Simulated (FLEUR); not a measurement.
# Fe2Ge: parallel and opposed starts

Aim: find out whether Fe2Ge carries moments, and which collinear order costs least.

Program: FLEUR MaX-R8.1. Level of theory: PBEsol; all-electron FLAPW, Dirac cores, scalar-relativistic bands. Results are calculated unless marked as measured.

## Step 1: Set-up

It takes space group P6_3/mmc (No. 194, hexagonal). Conventional cell: a = 4.133 Å, b = 4.133 Å, c = 5.009 Å, α = 90.00°, β = 90.00°, γ = 120.00°. Fe has 8 Fe at 2.50 to 2.69 Å and 6 Ge at 2.69 Å nearest. Fe has 5 Ge at 2.39 to 2.50 Å and 6 Fe at 2.69 Å nearest. Nearest to Ge lie 11 Fe at 2.39 to 2.69 Å. Farther neighbours are not listed.

Structure file:

```xyz
6
Lattice="4.1329 0.0000 0.0000 -2.0664 3.5792 0.0000 0.0000 0.0000 5.0088" Properties=species:S:1:pos:R:3 pbc="T T T"
Fe    0.0000    0.0000    0.0000
Fe    0.0000    0.0000    2.5044
Fe    2.0664    1.1931    3.7566
Fe    0.0000    2.3861    1.2522
Ge    2.0664    1.1931    1.2522
Ge    0.0000    2.3861    3.7566
```

The cell comes from a database of computed structures and need not be the stable phase.

## Step 2: Run 1 (ferro ++++)

The parallel start is the test of whether parallel moments hold.

inpgen writes inp.xml from crystal.txt; cutoffs, mixing, functional, smearing and local orbitals are then set in the file. The k list default-1 (kpts.xml, not shown) is a Γ-centred 8×8×8 mesh; where the ranks do not divide the number of points, some are split in two of half the weight.

The input, inp.xml:

```
<?xml version="1.0" encoding="UTF-8" standalone="no"?>
<fleurInput fleurInputVersion="0.39">
   <comment>
      Fe2Ge
   </comment>
   <calculationSetup>
      <cutoffs Kmax="3.73" Gmax="11.2" GmaxXC="11.2" numbands="0"/>
      <scfLoop itmax="90" minDistance="0.00002" maxIterBroyd="15" imix="Anderson" alpha="0.05" precondParam="0.0" spinf="2.0" sdNocoIR="T"/>
      <coreElectrons ctail="T" frcor="F" kcrel="0" coretail_lmax="0"/>
      <xcFunctional name="PBEs" relativisticCorrections="F"/>
      <magnetism jspins="2"/>
      <soc l_soc="F" theta="0.0" phi="0.0" spav="F"/>
      <expertModes spex="0" secvar="F"/>
      <geometryOptimization l_f="F" forcealpha="1.0" forcemix="BFGS" epsdisp="0.00001" epsforce="0.00001"/>
      <ldaU l_linMix="F" mixParam="0.05" spinf="1.0"/>
   </calculationSetup>
   <cell>
      <bzIntegration valenceElectrons="92.0" mode="hist" fermiSmearingEnergy="0.00110248">
         <kPointListSelection listName="default-1"/>
         <xi:include xmlns:xi="http://www.w3.org/2001/XInclude" href="kpts.xml"> </xi:include>
      </bzIntegration>
      <xi:include xmlns:xi="http://www.w3.org/2001/XInclude" href="sym.xml"> </xi:include>
      <bulkLattice scale="1.0">
         <bravaisMatrix>
            <row-1>    7.8099888922488185    -0.0000000000188973     0.0000000000000000</row-1>
            <row-2>   -3.9049944461055119     6.7636487839557873     0.0000000000000000</row-2>
            <row-3>    0.0000000000000000     0.0000000000000000     9.4651695060424998</row-3>
         </bravaisMatrix>
      </bulkLattice>
   </cell>
   <atomSpecies>
      <species name="Iron (Fe) 2.800" element="Fe" atomicNumber="26">
         <mtSphere radius="2.2" gridPoints="727" logIncrement="0.017"/>
         <atomicCutoffs lmax="8" lnonsphr="6"/>
         <electronConfig flipSpins="F">
            <coreConfig>(1s1/2) (2s1/2) (2p1/2) (2p3/2)</coreConfig>
            <valenceConfig>(3s1/2) (3p1/2) (3p3/2) (4s1/2) (3d3/2) (3d5/2)</valenceConfig>
            <stateOccupation state="(3d3/2)" spinUp="1.4" spinDown="1.0"/>
            <stateOccupation state="(3d5/2)" spinUp="3.0" spinDown="0.6"/>
         </electronConfig>
         <energyParameters s="4" p="4" d="3" f="4"/>
         <lo type="SCLO" l="0" n="3" eDeriv="0"/>
         <lo type="SCLO" l="1" n="3" eDeriv="0"/>
      </species>
      <species name="Germanium (Ge)" element="Ge" atomicNumber="32">
         <mtSphere radius="2.2" gridPoints="727" logIncrement="0.017"/>
         <atomicCutoffs lmax="8" lnonsphr="6"/>
         <electronConfig flipSpins="F">
            <coreConfig>(1s1/2) (2s1/2) (2p1/2) (2p3/2) (3s1/2) (3p1/2) (3p3/2)</coreConfig>
            <valenceConfig>(4s1/2) (3d3/2) (3d5/2) (4p1/2) (4p3/2)</valenceConfig>
            <stateOccupation state="(4p1/2)" spinUp="0.333333" spinDown="0.333333"/>
            <stateOccupation state="(4p3/2)" spinUp="0.666667" spinDown="0.666667"/>
         </electronConfig>
         <energyParameters s="4" p="4" d="3" f="4"/>
      </species>
   </atomSpecies>
   <atomGroups>
      <atomGroup species="Iron (Fe) 2.800">
         <relPos label="                   1">.0000000000 .0000000000 .0000000000</relPos>
         <relPos label="                   2">.0000000000 .0000000000 1.000/2.000</relPos>
         <force calculate="T" relaxXYZ="TTT"/>
      </atomGroup>
      <atomGroup species="Iron (Fe) 2.800">
         <relPos label="                   3">-1.000/3.000 1.000/3.000 -1.000/4.000</relPos>
         <relPos label="                   4">1.000/3.000 -1.000/3.000 1.000/4.000</relPos>
         <force calculate="T" relaxXYZ="TTT"/>
      </atomGroup>
      <atomGroup species="Germanium (Ge)">
         <relPos label="                   5">-1.000/3.000 1.000/3.000 1.000/4.000</relPos>
         <relPos label="                   6">1.000/3.000 -1.000/3.000 -1.000/4.000</relPos>
         <force calculate="T" relaxXYZ="TTT"/>
      </atomGroup>
   </atomGroups>
   <output dos="F" band="F" slice="F">
      <bandDOS minEnergy="-.5*Htr" maxEnergy="0.5*Htr" sigma="0.015" storeEVData="T"/>
      <plotting iplot="0" polar="F">
         <plot TwoD="T" vec1="  1.0  0.0  0.0" vec2="  0.0  1.0  0.0" vec3="  0.0  0.0  1.0" zero="  0.0  0.0  0.0" file="plot"/>
      </plotting>
      <moessbauerParams electricFieldGradient="F" isomerShift="F" coreHyperfine="F" valenceHyperfine="F"/>
   </output>
</fleurInput>
```

The input, crystal.txt:

```
Fe2Ge
&input film=F cartesian=F /
4.13286813924  -0.00000000001  0.00000000000
-2.06643406961  3.57916879907  0.00000000000
0.00000000000  0.00000000000  5.00875200000
1.8897261246
1.0 1.0 1.0

6
26 0.00000000000  0.00000000000  0.00000000000 : 2.800
26 0.00000000000  0.00000000000  0.50000000000 : 2.800
26 0.66666666667  0.33333333333  0.75000000000 : 2.800
26 0.33333333333  0.66666666667  0.25000000000 : 2.800
32 0.66666666667  0.33333333333  0.25000000000
32 0.33333333333  0.66666666667  0.75000000000

&kpt div1=8 div2=8 div3=8 gamma=T /
```

Command:

```sh
$ OMP_NUM_THREADS=1 inpgen -f crystal.txt > inpgen.log  # inp.xml is then edited as shown
$ OMP_NUM_THREADS=1 mpirun -n 4 fleur_MPI > fleur.log
```

The log of the run:

```text
Welcome to FLEUR        (www.flapw.de)
      MaX-Release 8.1          (www.max-centre.eu)

 ========== k-point set info ==========
 Selected k-point list: default-1
 k-point list type: mesh
 0 x 0 x 0
 Number of k points: 52

 ------------Calculation Setup---------------------------
 Number of MPI-tasks      :            4
 Number of PE/node        :            4
 Number of OMP-threads    :            1
 k-points in parallel     :            4
 pe's per k-point         :            1
 No of k-point loops      :           13
 Eigenvalue solver        :       lapack
 Number of basis functions:          483
 Approximate size of matrices (H+S) per k-point:         0.003 GB
 --------------------------------------------------------
 Iteration:     1   Distance:      14.79195951 me/bohr^3
 Iteration:     2   Distance:      12.25786708 me/bohr^3
 Iteration:     3   Distance:      11.61944390 me/bohr^3
 Iteration:     4   Distance:       8.74192696 me/bohr^3
 Iteration:     5   Distance:       4.84002775 me/bohr^3
 Iteration:     6   Distance:       4.28372191 me/bohr^3
 Iteration:     7   Distance:       2.52529656 me/bohr^3
 Iteration:     8   Distance:       2.51077381 me/bohr^3
 Iteration:     9   Distance:       1.69158337 me/bohr^3
 Iteration:    10   Distance:       2.71300563 me/bohr^3
[... 15 iterations left out ...]
 Iteration:    26   Distance:       0.00299897 me/bohr^3
 Iteration:    27   Distance:       0.00061075 me/bohr^3
 Iteration:    28   Distance:       0.00027237 me/bohr^3
 Iteration:    29   Distance:       0.00021335 me/bohr^3
 Iteration:    30   Distance:       0.00022328 me/bohr^3
 Iteration:    31   Distance:       0.00021726 me/bohr^3
 Iteration:    32   Distance:       0.00010538 me/bohr^3
 Iteration:    33   Distance:       0.00005564 me/bohr^3
 Iteration:    34   Distance:       0.00002893 me/bohr^3
 Iteration:    35   Distance:       0.00000995 me/bohr^3

 ********************************************************************
 Run finished successfully
 Stop message:
   all done
 ********************************************************************

--- out.xml (last complete iteration) ---
<iteration numberForCurrentRun="   35" overallNumber="   35">
         [... left out ...]
         <bandgap value="0.0035613032" units="eV"/>
         <sumValenceSingleParticleEnergies value="-58.5843482070" units="Htr"/>
         <FermiEnergy value="0.4012916013" units="Htr"/>
         <valenceDensity>
            <mtCharges spin="1">
               <mtCharge atomType="1" total="8.5041196" s="1.1377764" p="3.1376228" d="4.2187428" f="0.0082205"/>
               <mtCharge atomType="2" total="8.1362777" s="1.1483964" p="3.1398684" d="3.8385735" f="0.0077099"/>
               <mtCharge atomType="3" total="6.0453408" s="0.4951611" p="0.5366053" d="4.9978802" f="0.0123493"/>
            </mtCharges>
            <mtCharges spin="2">
               <mtCharge atomType="1" total="6.0743492" s="1.1347072" p="3.1336019" d="1.7972102" f="0.0075304"/>
               <mtCharge atomType="2" total="6.6342109" s="1.1397113" p="3.1391319" d="2.3461022" f="0.0079208"/>
               <mtCharge atomType="3" total="6.1145171" s="0.4997195" p="0.6079453" d="4.9942837" f="0.0103033"/>
            </mtCharges>
            <spinDependentCharge spin="1" total="49.8328509" interstitial="4.4613749" mtSpheres="45.3714760"/>
            <spinDependentCharge spin="2" total="42.1671491" interstitial="4.5209946" mtSpheres="37.6461545"/>
            <totalCharge value="92.0000000000"/>
         </valenceDensity>
         [... left out ...]
         <allElectronCharges>
            <spinDependentCharge spin="1" total="87.8328509" interstitial="4.4623902" mtSpheres="83.3704607"/>
            <spinDependentCharge spin="2" total="80.1671491" interstitial="4.5220159" mtSpheres="75.6451331"/>
            <totalCharge value="167.9999999780"/>
         </allElectronCharges>
         <magneticMomentsInMTSpheres units="muBohr">
            <globalMagMoment atomType="1" vec="0.00000   0.00000   2.42977"/>
            <localMagMoment atomType="1" vec="0.00000   0.00000   2.42977"/>
            <globalMagMoment atomType="2" vec="0.00000   0.00000   1.50207"/>
            <localMagMoment atomType="2" vec="0.00000   0.00000   1.50207"/>
            <globalMagMoment atomType="3" vec="0.00000   0.00000  -0.06917"/>
            <localMagMoment atomType="3" vec="0.00000   0.00000  -0.06917"/>
         </magneticMomentsInMTSpheres>
         <moessbauerParams unitsHFF="kG" unitsIS="e/bohr^3" unitsEFG="Htr/bohr^2">
         </moessbauerParams>
         <totalEnergy value="    -9281.6871039190" units="Htr">
            <sumOfEigenvalues value="    -5338.0637747367">
               <coreElectrons value="-5279.4794265298"/>
               <valenceElectrons value="-58.5843482070"/>
            </sumOfEigenvalues>
            <densityCoulombPotentialIntegral value="-14284.3502053103"/>
            <densityEffectivePotentialIntegral value="-14776.6130377789"/>
            <chargeDenXCDenIntegral value="-375.6084461645"/>
            <FockExchangeEnergyValence value="0.0000000000"/>
            <FockExchangeEnergyCore value="0.0000000000"/>
            <atomTypeDependentContributions atomType="1">
               <electronNucleiInteractionDifferentMTs value="3034.9688439928"/>
               <MadelungTerm value="-25.4532115230"/>
            </atomTypeDependentContributions>
            <atomTypeDependentContributions atomType="2">
               <electronNucleiInteractionDifferentMTs value="3037.9375956212"/>
               <MadelungTerm value="-22.8993303317"/>
            </atomTypeDependentContributions>
            <atomTypeDependentContributions atomType="3">
               <electronNucleiInteractionDifferentMTs value="5045.6585755256"/>
               <MadelungTerm value="-35.5352611471"/>
            </atomTypeDependentContributions>
            <tkbTimesEntropy value="0.0006234419"/>
            <freeEnergy value="-9281.6877273609"/>
            <extrapolationTo0K value="-9281.6874156400"/>
         </totalEnergy>
         <densityConvergence units="me/bohr^3">
            <chargeDensity spin="1" distance="0.0000051185"/>
            <chargeDensity spin="2" distance="0.0000060715"/>
            <overallChargeDensity distance="0.0000052145"/>
            <spinDensity distance="0.0000099465"/>
         </densityConvergence>
      </iteration>
```

Run time: 1.7 min. Hardware: 4 MPI ranks of Arm Neoverse V1, shared host; peak memory 0.3 GiB.

Spin moment in the muffin-tin sphere by atom:

| atom | spin moment in the muffin-tin sphere (μB) |
| --- | --- |
| Fe1 | 2.43 |
| Fe2 | 2.43 |
| Fe3 | 1.50 |
| Fe4 | 1.50 |
| Ge5 | -0.07 |
| Ge6 | -0.07 |

Numbers from this step:

```
free energy                                                       : -252567.5898 eV
program's band gap on this mesh (in a metal only a level spacing) : 0.003561 eV
magnetization                                                     : 7.666 μB
final state                                                       : ferromagnetic, with opposed induced moments
```

After 35 cycles the largest moment stands at 2.43 μB.

## Step 3: Run 2 (antiferro ++--)

An opposed order shows whether neighbours prefer unlike signs.

Changes to inp.xml since step 2:

```diff
@@ -44,2 +44,15 @@
       </species>
+      <species name="Iron (Fe) -2.800" element="Fe" atomicNumber="26">
+         <mtSphere radius="2.2" gridPoints="727" logIncrement="0.017"/>
+         <atomicCutoffs lmax="8" lnonsphr="6"/>
+         <electronConfig flipSpins="F">
+            <coreConfig>(1s1/2) (2s1/2) (2p1/2) (2p3/2)</coreConfig>
+            <valenceConfig>(3s1/2) (3p1/2) (3p3/2) (4s1/2) (3d3/2) (3d5/2)</valenceConfig>
+            <stateOccupation state="(3d3/2)" spinUp="1.0" spinDown="1.4"/>
+            <stateOccupation state="(3d5/2)" spinUp="0.6" spinDown="3.0"/>
+         </electronConfig>
+         <energyParameters s="4" p="4" d="3" f="4"/>
+         <lo type="SCLO" l="0" n="3" eDeriv="0"/>
+         <lo type="SCLO" l="1" n="3" eDeriv="0"/>
+      </species>
       <species name="Germanium (Ge)" element="Ge" atomicNumber="32">
@@ -62,3 +75,3 @@
       </atomGroup>
-      <atomGroup species="Iron (Fe) 2.800">
+      <atomGroup species="Iron (Fe) -2.800">
          <relPos label="                   3">-1.000/3.000 1.000/3.000 -1.000/4.000</relPos>
```

Changes to crystal.txt since step 2:

```diff
@@ -11,4 +11,4 @@
 26 0.00000000000  0.00000000000  0.50000000000 : 2.800
-26 0.66666666667  0.33333333333  0.75000000000 : 2.800
-26 0.33333333333  0.66666666667  0.25000000000 : 2.800
+26 0.66666666667  0.33333333333  0.75000000000 : -2.800
+26 0.33333333333  0.66666666667  0.25000000000 : -2.800
 32 0.66666666667  0.33333333333  0.25000000000
```

The log of the run:

```text
[banner, memory and clock lines left out]
Welcome to FLEUR        (www.flapw.de)
      MaX-Release 8.1          (www.max-centre.eu)

 ========== k-point set info ==========
 Selected k-point list: default-1
 k-point list type: mesh
 0 x 0 x 0
 Number of k points: 52

 [... set-up left out ...]
 Iteration:     1   Distance:      18.74194726 me/bohr^3
 Iteration:     2   Distance:      14.96923571 me/bohr^3
 Iteration:     3   Distance:      15.52523117 me/bohr^3
 Iteration:     4   Distance:      11.99078248 me/bohr^3
 Iteration:     5   Distance:       8.48103807 me/bohr^3
 Iteration:     6   Distance:       7.56990963 me/bohr^3
 Iteration:     7   Distance:       5.18613812 me/bohr^3
 Iteration:     8   Distance:       5.03892771 me/bohr^3
[... lines left out ...]
[... 70 iterations left out ...]
[... lines left out ...]
 Iteration:    85   Distance:       4.95635226 me/bohr^3
 Iteration:    86   Distance:       4.64206669 me/bohr^3
 Iteration:    87   Distance:       4.62897331 me/bohr^3
 Iteration:    88   Distance:       3.54709938 me/bohr^3
 Iteration:    89   Distance:       3.26843845 me/bohr^3
 Iteration:    90   Distance:       3.48824254 me/bohr^3

 ********************************************************************
 Run finished successfully
 Stop message:
   all done
 ********************************************************************

--- out.xml (last complete iteration) ---
<iteration numberForCurrentRun="   90" overallNumber="   90">
         [... left out ...]
         <bandgap value="0.0051973350" units="eV"/>
         <sumValenceSingleParticleEnergies value="-58.6362767940" units="Htr"/>
         <FermiEnergy value="0.3978844653" units="Htr"/>
         [... left out ...]
         <magneticMomentsInMTSpheres units="muBohr">
            <globalMagMoment atomType="1" vec="0.00000   0.00000   2.48809"/>
            <globalMagMoment atomType="2" vec="0.00000   0.00000   0.86576"/>
            <globalMagMoment atomType="3" vec="0.00000   0.00000  -0.04860"/>
         </magneticMomentsInMTSpheres>
         [... left out ...]
         <totalEnergy value="    -9281.6839813786" units="Htr">
            <sumOfEigenvalues value="    -5338.2173284747">
               <coreElectrons value="-5279.5810516808"/>
               <valenceElectrons value="-58.6362767940"/>
            </sumOfEigenvalues>
         [... left out ...]
            <freeEnergy value="-9281.6845042083"/>
            <extrapolationTo0K value="-9281.6842427935"/>
         </totalEnergy>
         <densityConvergence units="me/bohr^3">
            <chargeDensity spin="1" distance="2.2451225988"/>
            <chargeDensity spin="2" distance="1.3328646781"/>
            <overallChargeDensity distance="1.2109382425"/>
            <spinDensity distance="3.4882425432"/>
         </densityConvergence>
      </iteration>
```

Run time: 4.5 min. Hardware: 4 MPI ranks; peak memory 0.3 GiB.

The run stopped without converging, so none of its numbers is a property of the system.

After 90 cycles the density distance stands at 3.5 me/bohr³, above the threshold of 2e-05.

(Continued in part 2 of 2.)

[Logs and program files are shortened in this print: banners, set-up blocks, solver, clock and traceback lines can be left out without a mark of their own.]

[Logs are printed without paths, hosts, clocks, repeated set-up lines and the standing remarks that a program may print on its own settings, such as how far it seeks lower states.]

[Hosts, paths, dates, database ids (printed as entryN), source tags and the programs' standing remarks are cut or masked in the printed files.]

[Where a cell is said to come from a database of computed structures, the database is the Materials Project.]
